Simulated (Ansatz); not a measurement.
# Bands, cutoff and cost in G0W0 for H6PbCNCl3 (Pm)

Aim: see how the G0W0 gap of H6PbCNCl3 (Pm) on r2SCAN moves with empty bands and screening cutoff, and what each rung costs.

Method: G0W0 on r2SCAN, plane waves, PAW, in Ansatz 0.2.0.

**1. The structure**

The structure is monoclinic, space group Pm (No. 6). The conventional cell has a = 5.753 Å, b = 5.765 Å, c = 5.855 Å, α = 90.00°, β = 90.03°, γ = 90.00°. Nearest to H lie 1 C at 1.09 Å. H has 1 C at 1.09 Å nearest. H has 1 N at 1.04 Å nearest. Nearest to H lie 1 N at 1.04 Å. Nearest to Pb lie 6 Cl at 2.88 to 2.99 Å. C has 3 H at 1.09 Å and 1 N at 1.49 Å nearest. Farther neighbours and most contacts between anions are not listed.

The cell and positions are those that the Materials Project relaxed with its own functionals (PBE, PBE+U or r2SCAN), kept fixed. Spin-orbit coupling is left out unless a step names it. The default PAW set here is soft_2. Its files were made with PBE.

**2. 146 empty bands, screening to 48 eV**

Now the one-shot GW correction: screening in the RPA, then the self-energy of the levels asked for.

File input.yaml:

```yaml
crystal:
  lattice:
    - [5.752832, 0.0, 0.0]
    - [0.0, 5.764671, 0.0]
    - [-0.002604, 0.0, 5.855201]
  atoms:
    - { symbol: H, position: [0.879476, 0.5, 0.790423] }
    - { symbol: H, position: [0.813252, 0.344072, 0.047387] }
    - { symbol: H, position: [0.813252, 0.655928, 0.047387] }
    - { symbol: H, position: [0.229661, 0.354316, 0.978538] }
    - { symbol: H, position: [0.229661, 0.645684, 0.978538] }
    - { symbol: H, position: [0.170957, 0.5, 0.216412] }
    - { symbol: Pb, position: [0.473988, 0.0, 0.483874] }
    - { symbol: C, position: [0.894268, 0.5, 0.976848] }
    - { symbol: "N", position: [0.144932, 0.5, 0.040731] }
    - { symbol: Cl, position: [0.427891, 0.0, 0.975558] }
    - { symbol: Cl, position: [0.429192, 0.5, 0.520036] }
    - { symbol: Cl, position: [0.971826, 0.0, 0.43966] }
kpoints:
  mp_grid: { grid: [2, 2, 2] }
hamiltonian:
  xc: r2scan
scf:
  occupations: { method: fixed }
gw:
  n_empty_bands: 146
  ecut_chi: 48
  qp_bands: [v4, c4]
  qp_kpoints: band_edges
  screening: { model: contour_deformation }
```

On the command line:

```
$ ansatz run input.yaml --threads 3 --pin off --max-ram 92160MiB --backend cuda --events-out ev --progress --plain --runs-dir out --devices 1 --max-vram 13GiB
```

Numbers of over 12 decimals in the logs are rounded to 6 here.

The log of the run:

```text
GPUs: using 1 of 1 available (devices: 1).
Engine: ansatz 0.2.0, x86_64-unknown-linux-gnu
Pseudopotentials: kind: paw
Pseudopotential: H, paw, valence charge 1, recommended cutoff 500 eV (meta_gga), H.paw.azcp
Pseudopotential: Pb, paw, valence charge 14, recommended cutoff 500 eV (meta_gga), Pb.paw.azcp
Pseudopotential: C, paw, valence charge 4, recommended cutoff 500 eV (meta_gga), C.paw.azcp
Pseudopotential: N, paw, valence charge 5, recommended cutoff 500 eV (meta_gga), N.paw.azcp
Pseudopotential: Cl, paw, valence charge 7, recommended cutoff 500 eV (meta_gga), Cl.paw.azcp
Functional definition: r2SCAN
  parameter k0 = 0.174
  parameter k1 = 0.065
  parameter a1 = 4.9479
  exchange = r2scan_x(k0 = k0, k1 = k1, a1 = a1)
  correlation = r2scan_c
device memory: the entry about to start is reckoned to put 3.0 GiB on a device that reports 53.5 GiB free (of which the cap on the GPU budget leaves the run 13.0 GiB)
GPU FFT provider: cuFFT
GPU libraries: cuBLAS 13.8.2, cuFFT 12.4.0, cuSOLVER 12.3.4
Crystal: 12 atoms, lattice volume = 194.177 Å³
Basis set: ecut = 500 eV, 4961 PW (Γ), exchange–correlation on 180×180×180 points (64 copies of the dense FFT grid, shifted against one another)
Bands: 37, of which v1, the nominal top of the filled ones, is band 25 counted from 1 (24 counted from 0)
Symmetry: 2 space group operations
Space group: Pm (ITA 6), of the structure as read, at distance tolerance 5.8e-5 Å
k-points: 8
Non-local potential: H, projectors of the file, l = 0: 2, l = 1: 1
Non-local potential: Pb, projectors of the file, l = 0: 2, l = 1: 2, l = 2: 2, l = 3: 2
Non-local potential: C, projectors of the file, l = 0: 2, l = 1: 2, l = 2: 1
Non-local potential: N, projectors of the file, l = 0: 2, l = 1: 2, l = 2: 1
Non-local potential: Cl, projectors of the file, l = 0: 2, l = 1: 2, l = 2: 2
PAW form: soft (Blöchl's): semilocal exchange-correlation on the pseudo side does not see the compensation charge
PAW frozen core: Pb, regenerated for the run's functional (the file was generated under x = pbe(κ = 0.804, μ = 0.219515), c = pbe(β = 0.066725))
PAW frozen core: C, regenerated for the run's functional (the file was generated under x = pbe(κ = 0.804, μ = 0.219515), c = pbe(β = 0.066725))
PAW frozen core: N, regenerated for the run's functional (the file was generated under x = pbe(κ = 0.804, μ = 0.219515), c = pbe(β = 0.066725))
PAW frozen core: Cl, regenerated for the run's functional (the file was generated under x = pbe(κ = 0.804, μ = 0.219515), c = pbe(β = 0.066725))
PAW one-centre angular grid: H, 302 points (default); XC on 160 Gauss nodes
PAW one-centre angular grid: Pb, 590 points (default); XC on 160 Gauss nodes
PAW one-centre angular grid: C, 302 points (default); XC on 239 of its mesh's 2573 points in the sphere
PAW one-centre angular grid: N, 302 points (default); XC on 160 Gauss nodes
PAW one-centre angular grid: Cl, 302 points (default); XC on 160 Gauss nodes
Initial density: superposition of atomic densities (neutral atoms: chi_scale 0, normalization atom), corrected by the library's trained network
Initial wavefunctions: pseudopotential atomic-orbital guess
GPU buffer pool allocated for 91125 grid points (all kernels)
GPU transforms: local potential and band sums: pruned to the plane-wave sphere, on 45×45×45
Functional: x = r2scan, c = r2scan; τ floored in thin density (d = 2e-4 eV/Å³)
SCF iter   1: F=—  HF=-15911.624266 eV  |F-HF|=—  |Δ(HF+E_count)|=         —  Δρ=5.61e-3  dr2=4.96e-2  dr2_τ=4.46e-1  ethr=1.77e-3  ⟨swp⟩=5.0  Hψ=1197  notcnv=0  defer=77
preconditioner: auto → Resta (q_TF=auto, 2.176 Å⁻¹)  ε∞=2.4  [insulator: Δε(μ)=2.941 eV  Ē_g=15.517 eV  n_scr=28 (ndim 8)  ℏωp=18.5 eV  f_vac=0.116  ε∞_Penn≈2.4]
SCF iter   2: F=—  HF=-15911.449911 eV  |F-HF|=—  |Δ(HF+E_count)|=   1.74e-1  Δρ=3.04e-3  dr2=1.47e-2  dr2_τ=6.08e-4  ethr=9.92e-5  ⟨swp⟩=2.2  Hψ=580  notcnv=0  defer=80
SCF iter   3: F=—  HF=-15911.447698 eV  |F-HF|=—  |Δ(HF+E_count)|=   2.21e-3  Δρ=6.74e-4  dr2=9.01e-4  dr2_τ=1.55e-4  ethr=2.94e-5  ⟨swp⟩=3.5  Hψ=443  notcnv=0  defer=80
SCF iter   4: F=—  HF=-15911.447635 eV  |F-HF|=—  |Δ(HF+E_count)|=   6.29e-5  Δρ=1.95e-4  dr2=7.68e-5  dr2_τ=1.95e-5  ethr=1.80e-6  ⟨swp⟩=2.0  Hψ=463  notcnv=0  defer=80
SCF iter   5: F=—  HF=-15911.447646 eV  |F-HF|=—  |Δ(HF+E_count)|=   1.11e-5  Δρ=5.26e-5  dr2=7.65e-6  dr2_τ=5.39e-7  ethr=1.54e-7  ⟨swp⟩=2.0  Hψ=408  notcnv=0  defer=79
SCF iter   6: F=—  HF=-15911.447651 eV  |F-HF|=—  |Δ(HF+E_count)|=   4.43e-6  Δρ=2.24e-5  dr2=1.18e-6  dr2_τ=1.16e-7  ethr=1.53e-8  ⟨swp⟩=2.0  Hψ=447  notcnv=0  defer=79
SCF iter   7: F=-15911.447651 eV  HF=-15911.447651 eV  |F-HF|=4.80e-8  |Δ(HF+E_count)|=   1.73e-7  Δρ=5.33e-6  dr2=7.97e-8  dr2_τ=6.78e-9  ethr=2.00e-10  ⟨swp⟩=12.8  Hψ=2057  notcnv=0
SCF 1 converged in 7 iterations: F = -15911.447651 eV  dr2 = 7.97e-8
  greatest PAW one-centre occupation: 0.983 electrons in one spin orbital (limit 2), on the Pb atom at site 6 (counted from 0), in its partial waves of l = 2
device memory: the entry about to start is reckoned to put 3.8 GiB on a device that reports 53.2 GiB free (of which the cap on the GPU budget leaves the run 13.0 GiB)
NSCF: frozen V_eff on 8 k-points
the band table was solved once the SCF had ended and its energy, with any forces and stress, was formed, with the checks that follow a solve (1332 applications of the Hamiltonian). They found nothing against the state; the energy, forces and stress were not computed again (output.eigenvalues in the input reference)
device memory: the entry about to start is reckoned to put 2.6 GiB on a device that reports 53.3 GiB free (of which the cap on the GPU budget leaves the run 13.0 GiB)
NSCF: frozen V_eff on 8 k-points
G₀W₀ screening: q 1/8
[... further progress lines ...]
device memory: the entry about to start is reckoned to put 0.8 GiB on a device that reports 53.2 GiB free (of which the cap on the GPU budget leaves the run 13.0 GiB)
NSCF: frozen V_eff on 1 k-points
device memory: the entry about to start is reckoned to put 0.8 GiB on a device that reports 53.8 GiB free (of which the cap on the GPU budget leaves the run 13.0 GiB)
NSCF: frozen V_eff on 1 k-points
SCF converged after 7 iterations
Free energy (F): -15911.447651 eV
Harris-Foulkes:  -15911.447651 eV  (|F-HF|=4.80e-8)
Internal energy: -15911.447651 eV  (E = F + TS)
E sigma→0 (E₀):  -15911.447651 eV
Fermi energy:    1.444790 eV
--- Per-component energies (eV) ---
  E_band       = -369.925635
  E_kinetic    = 1072.209987
  E_local      = -3123.323486  (includes V_loc(G=0)·N_el)
  E_nonlocal   = 517.819406
  E_hartree    = 1123.164574
  E_xc         = -681.061949
  E_vxc        = -775.547020  (∫ρ·V_xc dr)
  E_paw        = -12662.484804  (= ΣΔE_a)
  E_vpaw       = -352.939986  (= ΣTr[D̂ρ^β])
  E_aug_tail   = -0.002660  (compensation charges beyond the density's cutoff)
  E_vtau       = 45.522858  (kinetic-family band-sum trace: ∫τ·v_τ [+ j·A + Jᵃ·Aᵃ] dr)
  E_ewald      = -2158.270663
  E_core_change = 0.501944  (= ΣΔE_core)
  E_smearing   = -0.000000  (= −TS)
  E_closure    = -0.000000  (closes the sum)
  Σ components = -15911.447651   (vs F -15911.447651, Δ=0.00e0)
--- Band table (eV; the first three rows and the last of 8) ---
  k-point 0: bands = [... 21 lower, -0.5092, -0.3766, -0.0335, -0.0056, 6.3538, 7.3255, 7.5113, 7.9601, ... 8 higher]
  k-point 1: bands = [... 21 lower, -0.3273, -0.3021, -0.0489, 0.1253, 5.0648, 7.2111, 7.4218, 7.7428, ... 8 higher]
  k-point 2: bands = [... 21 lower, -0.3759, -0.2080, -0.0354, 0.1656, 5.2011, 6.9610, 7.5741, 7.7676, ... 8 higher]
  k-point 7: bands = [... 21 lower, -0.3513, 0.1320, 0.1430, 1.4448, 4.3595, 4.3893, 4.6241, 7.7835, ... 8 higher]
--- G₀W₀: contour deformation, 5 samples at zero and on the imaginary axis and 1 off it, 8 q-points, 146 empty bands' worth ---
  eigenvalues of the whole cell's RPA ε∞ on this k-mesh (on a slab, of 1 + 4πα/V) = 3.9721, 4.2005, 4.5899; static W/v taken at q = 0 is 0.235036
  gw.qp_kpoints: band_edges: 8 of 8 stored k-points solved, in 1 pass; an edge of the gap read off the rows below is read off those points alone
    ik  band        ε_KS         Σx   Σc(E_QP)       V_xc       Z   E_QP_lin       E_QP  E_QP is
     0    22     -0.5092   -20.4718     3.3800   -16.3966  0.7563    -1.2157    -1.2044  root
     0    23     -0.3766   -20.4379     3.3671   -16.3754  0.7557    -1.0834    -1.0720  root
     0    24     -0.0335   -20.3737     3.4052   -16.2589  0.7521    -0.7555    -0.7431  root
     0    25     -0.0056   -20.3870     3.3984   -16.2827  0.7518    -0.7237    -0.7114  root
     0    26      6.3538    -4.0923    -3.2863    -7.9182  0.8266     6.8982     6.8933  root
     0    27      7.3255    -8.2487    -3.4941   -12.6734  0.7771     8.2737     8.2561  root
     0    28      7.5113    -8.1495    -3.5350   -12.6284  0.7749     8.4693     8.4553  root
     0    29      7.9601    -7.5743    -3.4964   -11.9707  0.7834     8.8791     8.8601  root
     1    22     -0.3273   -20.5962     3.3901   -16.5136  0.7568    -1.0309    -1.0197  root
     1    23     -0.3021   -20.0704     3.2836   -16.0774  0.7538    -1.0240    -1.0115  root
     1    24     -0.0489   -20.3246     3.4010   -16.2117  0.7519    -0.7732    -0.7607  root
     1    25      0.1253   -20.6863     2.8431   -17.3186  0.7675    -0.4049    -0.3993  root
     1    26      5.0648    -8.5195    -3.2242   -12.6612  0.7973     5.9992     5.9822  root
     1    27      7.2111    -8.6902    -3.4626   -13.1333  0.7773     8.2113     8.1917  root
     1    28      7.4218    -6.7614    -3.4092   -11.0125  0.7936     8.2753     8.2636  root
     1    29      7.7428    -4.9974    -3.4301    -9.2238  0.8164     8.5508     8.5392  root
     2    22     -0.3759   -20.6636     3.3983   -16.5717  0.7585    -1.0805    -1.0695  root
     2    23     -0.2080   -20.0027     3.3775   -15.8832  0.7525    -0.9637    -0.9500  root
     2    24     -0.0354   -20.3802     3.3778   -16.3002  0.7524    -0.7498    -0.7376  root
     2    25      0.1656   -20.8612     2.7355   -17.6455  0.7696    -0.3192    -0.3146  root
     2    26      5.2011    -8.5845    -3.2458   -12.7715  0.7971     6.1604     6.1424  root
     2    27      6.9610    -8.4054    -3.4119   -12.7577  0.7815     7.9218     7.9014  root
     2    28      7.5741    -8.9142    -3.5105   -13.4224  0.7734     8.5930     8.5718  root
     2    29      7.7676    -4.6404    -3.4005    -8.8012  0.8193     8.5384     8.5278  root
[...]
7    22     -0.3513   -20.6710     3.3583   -16.6258  0.7589    -1.0488    -1.0381  root
     7    23      0.1320   -20.6931     3.3772   -16.6303  0.7550    -0.5646    -0.5535  root
     7    24      0.1430   -20.7082     3.3777   -16.6443  0.7553    -0.5543    -0.5432  root
     7    25      1.4448   -20.6145     2.1028   -18.1980  0.7835     1.1294     1.1311  root
     7    26      4.3595    -7.4594    -3.1801   -11.4479  0.8055     5.1798     5.1679  root
     7    27      4.3893    -7.3876    -3.1863   -11.3833  0.8065     5.2106     5.1987  root
     7    28      4.6241    -7.5994    -3.1694   -11.5821  0.8063     5.4495     5.4374  root
     7    29      7.7835    -4.1091    -3.4614    -8.3514  0.8223     8.5753     8.5644  root
```

Wall time 18 s (1 × NVIDIA H100 80GB HBM3 (shared by 6 runs) with 3 threads of AMD EPYC 7R13 (Zen 3), shared host); peak memory 1.5 GiB; 15 s of CPU time.

Numbers from this step:

- bands summed: 171
- RPA ε∞ on this mesh (eigenvalues): 3.972, 4.201, 4.590
- plane waves in the screening matrix: 147
- q-points in the mesh: 8
- G0W0 gap on the mesh: 4.037 eV
- k of the valence top: -0.5, -0.5, -0.5
- k of the conduction bottom: -0.5, -0.5, -0.5
- starting gap on the mesh: 2.915 eV
- Z at the valence top: 0.7835
- Z at the conduction bottom: 0.8055
- least direct G0W0 gap on the computed points: 4.037 eV

The gap on the mesh goes from 2.91 eV to 4.04 eV, a correction of +1.12 eV. Between the two edge states, bare exchange in place of the xc potential would open the gap by 6.41 eV, and correlation takes back 5.28 eV.

**3. 414 empty bands, screening to 96 eV**

Another rung: the empty bands reach about as high as the screening cutoff, so the two stay in balance.

Edit input.yaml of step 2 so:

```diff
@@ -25,4 +25,4 @@
 gw:
-  n_empty_bands: 146
-  ecut_chi: 48
+  n_empty_bands: 414
+  ecut_chi: 96
   qp_bands: [v4, c4]
```

The log of the run:

```text
GPUs: using 1 of 1 available (devices: 1).
[...]
GPU FFT provider: cuFFT
GPU libraries: cuBLAS 13.8.2, cuFFT 12.4.0, cuSOLVER 12.3.4
Crystal: 12 atoms, lattice volume = 194.177 Å³
Basis set: ecut = 500 eV, 4961 PW (Γ), exchange–correlation on 180×180×180 points (64 copies of the dense FFT grid, shifted against one another)
Bands: 37, of which v1, the nominal top of the filled ones, is band 25 counted from 1 (24 counted from 0)
Symmetry: 2 space group operations
[...]
k-points: 8
[...]
GPU buffer pool allocated for 91125 grid points (all kernels)
[...]
SCF iter   1: F=—  HF=-15911.624266 eV  |F-HF|=—  |Δ(HF+E_count)|=         —  Δρ=5.61e-3  dr2=4.96e-2  dr2_τ=4.46e-1  ethr=1.77e-3  ⟨swp⟩=5.0  Hψ=1197  notcnv=0  defer=77
[...]
SCF iter   7: F=-15911.447651 eV  HF=-15911.447651 eV  |F-HF|=4.80e-8  |Δ(HF+E_count)|=   1.73e-7  Δρ=5.33e-6  dr2=7.97e-8  dr2_τ=6.78e-9  ethr=2.00e-10  ⟨swp⟩=12.8  Hψ=2057  notcnv=0
SCF 1 converged in 7 iterations: F = -15911.447651 eV  dr2 = 7.97e-8
[...]
NSCF: frozen V_eff on 8 k-points
[...]
G₀W₀ screening: q 1/8
[... further progress lines ...]
[...]
SCF converged after 7 iterations
Free energy (F): -15911.447651 eV
[...]
Internal energy: -15911.447651 eV  (E = F + TS)
E sigma→0 (E₀):  -15911.447651 eV
Fermi energy:    1.444790 eV
[...]
--- Band table (eV; the first three rows and the last of 8) ---
  k-point 0: bands = [... 21 lower, -0.5092, -0.3766, -0.0335, -0.0056, 6.3538, 7.3255, 7.5113, 7.9601, ... 8 higher]
  k-point 1: bands = [... 21 lower, -0.3273, -0.3021, -0.0489, 0.1253, 5.0648, 7.2111, 7.4218, 7.7428, ... 8 higher]
  k-point 2: bands = [... 21 lower, -0.3759, -0.2080, -0.0354, 0.1656, 5.2011, 6.9610, 7.5741, 7.7676, ... 8 higher]
  k-point 7: bands = [... 21 lower, -0.3513, 0.1320, 0.1430, 1.4448, 4.3595, 4.3893, 4.6241, 7.7835, ... 8 higher]
[...]
0    22     -0.5092   -20.4718     3.1273   -16.3966  0.7502    -1.4789    -1.4571  root
     0    23     -0.3766   -20.4379     3.1140   -16.3754  0.7494    -1.3472    -1.3252  root
     0    24     -0.0335   -20.3737     3.1540   -16.2589  0.7459    -1.0180    -0.9944  root
     0    25     -0.0056   -20.3870     3.1511   -16.2827  0.7455    -0.9821    -0.9588  root
     0    26      6.3538    -4.0923    -3.3910    -7.9182  0.8249     6.7916     6.7886  root
     0    27      7.3255    -8.2487    -3.7780   -12.6734  0.7745     7.9800     7.9722  root
     0    28      7.5113    -8.1495    -3.8202   -12.6284  0.7721     8.1737     8.1700  root
     0    29      7.9601    -7.5743    -3.7597   -11.9707  0.7814     8.6041     8.5968  root
[...]
7    26      4.3595    -7.4594    -3.4296   -11.4479  0.8038     4.9238     4.9184  root
     7    27      4.3893    -7.3876    -3.4353   -11.3833  0.8047     4.9551     4.9497  root
     7    28      4.6241    -7.5994    -3.4226   -11.5821  0.8043     5.1896     5.1842  root
     7    29      7.7835    -4.1091    -3.6027    -8.3514  0.8203     8.4302     8.4231  root
```

Wall time 25 s (1 × NVIDIA H100 80GB HBM3 (shared by 6 runs) with 3 threads); peak memory 1.8 GiB.

Numbers from this step:

| Item | Value |
| --- | --- |
| bands summed | 439 |
| RPA ε∞ on this mesh (eigenvalues) | 3.934, 4.155, 4.539 |
| plane waves in the screening matrix | 437 |
| q-points in the mesh | 8 |
| G0W0 gap on the mesh | 4.165 eV |
| k of the valence top | -0.5, -0.5, -0.5 |
| k of the conduction bottom | -0.5, -0.5, -0.5 |
| starting gap on the mesh | 2.915 eV |
| Z at the valence top | 0.7770 |
| Z at the conduction bottom | 0.8038 |
| least direct G0W0 gap on the computed points | 4.165 eV |

Against the run with 2×2×2 mesh, 146 empty bands, screening to 48 eV, the gap moves by +0.13 eV.

**4. 892 empty bands, screening to 160 eV**

Edit input.yaml of step 3 so:

```diff
@@ -25,4 +25,4 @@
 gw:
-  n_empty_bands: 414
-  ecut_chi: 96
+  n_empty_bands: 892
+  ecut_chi: 160.0
   qp_bands: [v4, c4]
```

The log of the run:

```text
GPUs: using 1 of 1 available (devices: 1).
[...]
GPU FFT provider: cuFFT
GPU libraries: cuBLAS 13.8.2, cuFFT 12.4.0, cuSOLVER 12.3.4
Crystal: 12 atoms, lattice volume = 194.177 Å³
Basis set: ecut = 500 eV, 4961 PW (Γ), exchange–correlation on 180×180×180 points (64 copies of the dense FFT grid, shifted against one another)
Bands: 37, of which v1, the nominal top of the filled ones, is band 25 counted from 1 (24 counted from 0)
[...]
0    29      7.9601    -7.5743    -3.9045   -11.9707  0.7806     8.4550     8.4521  root
[...]
7    26      4.3595    -7.4594    -3.5564   -11.4479  0.8030     4.7948     4.7916  root
     7    27      4.3893    -7.3876    -3.5599   -11.3833  0.8040     4.8283     4.8251  root
     7    28      4.6241    -7.5994    -3.5532   -11.5821  0.8035     5.0567     5.0536  root
     7    29      7.7835    -4.1091    -3.6744    -8.3514  0.8197     8.3569     8.3514  root
[key lines of the parts left out:]
SCF converged after 7 iterations
Free energy (F): -15911.447651 eV
Fermi energy:    1.444790 eV
```

It took 25 s on 1 × NVIDIA H100 80GB HBM3 (shared by 6 runs) with 3 threads; peak memory 2.9 GiB.

This step gave:

| Property | Result |
| --- | --- |
| bands summed | 917 |
| RPA ε∞ on this mesh (eigenvalues) | 3.927, 4.148, 4.530 |
| plane waves in the screening matrix | 897 |
| G0W0 gap on the mesh | 4.316 eV |
| k of the valence top | -0.5, -0.5, -0.5 |
| k of the conduction bottom | -0.5, -0.5, -0.5 |
| starting gap on the mesh | 2.915 eV |
| least direct G0W0 gap on the computed points | 4.316 eV |

Against the run with 2×2×2 mesh, 414 empty bands, screening to 96 eV, the gap moves by +0.15 eV.

(Continued in part 2 of 2.)

[Paths, hosts, dates, memory and timing lines, banners, echoed tables and standing remarks are left out of the program output.]

[Logs are printed without paths, hosts, clocks, repeated set-up lines and the standing remarks that a program may print on its own settings, such as how far it seeks lower states.]

[Runs of the session that timed out or met a known fault of the program may be left out.]

[Cells called generated may have been cut or substituted from an entry of the Crystallography Open Database or the Materials Project.]

[Hosts, paths, dates, database ids (printed as entryN), source tags and the programs' standing remarks are cut or masked in the printed files.]
